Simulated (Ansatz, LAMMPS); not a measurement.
# Glassy 44SiO2-44B2O3-6MgO-6CaO (mol %) (120 atoms) under strain: runs compared

How stiff is glassy 44SiO2-44B2O3-6MgO-6CaO (mol %) (120 atoms), and how do its levels respond to strain?

Computed with Ansatz 0.2.0: Kohn-Sham DFT, PBE, PAW (set soft_2), plane waves.

## (1) The cell as built

The cell holds 120 atoms: 14 Si, 28 B, 2 Mg, 2 Ca and 74 O. Cell: a = 11.187 Å, b = 11.187 Å, c = 11.187 Å, α = 90.0°, β = 90.0°, γ = 90.0°. 120 atoms (14 Si, 28 B, 2 Mg, 2 Ca, 74 O) placed at random at 2.14 g/cm³, melted at 3000 K for 20 ps at fixed volume with the Buckingham and Coulomb pair potential of Guillot and Sator (Geochim. Cosmochim. Acta 71, 1249 (2007)) with the boron terms of Wang et al. (J. Non-Cryst. Solids 498, 294 (2018)). Quenched from 3000 K to 300 K at 50 K/ps and fixed volume, held 10 ps at zero pressure.

What the set-up can't give: The quench rate of 50 K/ps is many orders above laboratory rates, so the cell is likely richer in defects and strain than a real sample. The starting topology of bonds comes from the classical model, and needn't be the one that DFT or experiment would give. The Brillouin zone is sampled at Γ only.

## (2) The reference run

The reference is a single point at the end of the relaxation.

Every strained cell starts from the geometry of this run, and its atoms are relaxed with the cell held.

Its input, with most atom lines left out:

```yaml
crystal:
  lattice:
    - [11.53326, 0.03797, -0.07028]
    - [0.03797, 11.42703, -0.02648]
    - [-0.07028, -0.02648, 10.96058]
  atoms:
    - { symbol: Si, position: [0.50689, 0.67585, 0.71485] }
    - { symbol: Si, position: [0.51606, 0.43975, 0.37601] }
    - { symbol: Si, position: [0.3093, 0.73082, 0.55912] }
    - { symbol: Si, position: [0.67316, 0.86325, 0.36266] }
    - { symbol: Si, position: [0.1472, 0.09697, 0.98718] }
    - { symbol: Si, position: [0.32731, 0.13582, 0.4003] }
    - { symbol: Si, position: [0.06398, 0.26769, 0.65494] }
    [... atom lines 8 to 120 left out ...]
kpoints:
  mp_grid: { grid: [1, 1, 1] }
hamiltonian:
  xc: pbe
scf:
  occupations: { method: gaussian, width: 0.025 }
output:
  forces: true
  stress: true
  populations: intrinsic
  dos:
    method: { smearing: { sigma: 0.1 } }
    de: 0.1
    projected: { site_lists: { B: [B], Ca: [Ca], Mg: [Mg], O: [O], Si: [Si] } }
  eigenvalues: true
  write_density: true
  write_potential: true
  volumetric_format: npy
```

- free energy per atom: -523.8085 eV/atom
- r.m.s. force component: 0.00996 eV/Å
- pressure: -0.01951 GPa

Filled and empty levels are parted by 4.68 eV (at Γ alone); a semilocal functional tends to put such gaps too low. In a disordered cell it changes from sample to sample, and tail or defect levels can set it.

## (3) The runs

Each row is one run, on 4 threads of Intel Xeon Platinum 8275CL at 3.00GHz (Skylake/Cascade Lake), shared host. The free energy is the program's total, comparable only between runs with the same functional, potentials and atoms.

| run | atoms | outcome | ionic steps, all passes | free energy (eV) | time | host memory (GiB) |
| --- | --- | --- | --- | --- | --- | --- |
| Single point at the start | 120 | converged | - | -62846.169 | 12 s | 2.0 |
| Cell and atoms relaxed | 120 | converged | 31 | -62857.024 | 6.3 min | 2.1 |
| Single point at the relaxed geometry | 120 | converged | - | -62857.024 | 20 s | 2.1 |
| Volume -3 % | 120 | converged | 9 | -62856.775 | 2.2 min | 2.1 |
| Volume +3 % | 120 | converged | 7 | -62856.838 | 96 s | 2.1 |
| Volume -6 % | 120 | converged | 9 | -62856.053 | 2.1 min | 2.0 |
| Volume +6 % | 120 | converged | 11 | -62856.283 | 3 min | 2.2 |
| Volume -10 % | 120 | converged | 23 | -62854.288 | 5.1 min | 2.0 |
| Stretched by 1 % along x | 120 | converged | 8 | -62857.003 | 97 s | 2.1 |
| Compressed by 1 % along x | 120 | converged | 7 | -62856.972 | 97 s | 2.1 |
| Sheared by 2 % in xy | 120 | converged | 8 | -62856.978 | 2 min | 2.1 |

In some runs the program notes that the exchange-correlation potential is rough where the density is thin and the SCF threshold is loose for the stress.

## (4) Pressure against volume

Atoms are relaxed at each volume, in the scaled cell.

| volume change (%) | volume (Å³/atom) | energy change (meV/atom) | pressure (GPa) | largest move on relaxing (Å) | bonds | gap (eV) |
| --- | --- | --- | --- | --- | --- | --- |
| -10 | 10.833 | 22.80 | 6.42 | 0.86 | 172 | 5.00 |
| -6 | 11.315 | 8.09 | 3.68 | 0.26 | 172 | 4.87 |
| -3 | 11.676 | 2.07 | 1.73 | 0.12 | 170 | 4.78 |
| +0 | 12.037 | 0.00 | -0.02 | - | 170 | 4.68 |
| +3 | 12.398 | 1.55 | -1.46 | 0.13 | 170 | 4.59 |
| +6 | 12.759 | 6.17 | -2.70 | 0.28 | 169 | 4.49 |

## (5) Uniaxial strain and shear

Stress (GPa, compression positive) less that of the relaxed cell, atoms relaxed:

| strain | xx | yy | zz | xy | energy change (meV/atom) |
| --- | --- | --- | --- | --- | --- |
| stretched by 1 % along x | -0.767 | -0.176 | -0.323 | 0.049 | 0.18 |
| compressed by 1 % along x | 1.031 | 0.417 | 0.326 | -0.040 | 0.43 |
| sheared by 2 % in xy | 0.200 | 0.212 | -0.102 | -0.641 | 0.38 |

## (6) What came out

The bulk modulus, from the slope of pressure against ln V over the three points nearest the relaxed volume, is 53.2 GPa; a quadratic over all points gives a pressure derivative of about 3.0. The count of bonds runs from 169 to 172 over the series, so at some points contacts cross the cutoffs. At -10 % some atom moved by over 0.5 Å on relaxing, so that point may sit in another local minimum. The gap goes from 5.00 eV at the smallest volume to 4.49 eV at the largest, -3.1 eV per unit of ln V by a straight line, on the run's k-points. Stretch and compression disagree (xx stress changes of -0.77 and 1.03 GPa), so C11 is only a mean of unlike responses. In the Cartesian axes of the cell, finite differences give C11 = 89.9, C12 = 29.7, C13 = 32.4 and C66 = 32.1 GPa (the shear of 2 % is the engineering strain, εxy = 0.01).

Caveats: Strains are finite and relaxations stop at the force tolerance of the input, which can leave moduli too stiff; they are those of a static cell at zero temperature. Volumes are changed with the cell's shape held, so in an anisotropic solid the modulus lies over the one under free hydrostatic load. The program notes that the SCF threshold of the relaxations is loose for the stress.

The DFT runs together took 26 min of wall time.

[Logs are printed without paths, hosts, clocks, repeated set-up lines and the standing remarks that a program may print on its own settings, such as how far it seeks lower states.]

[Hosts, paths, dates, database ids (printed as entryN), source tags and the programs' standing remarks are cut or masked in the printed files.]
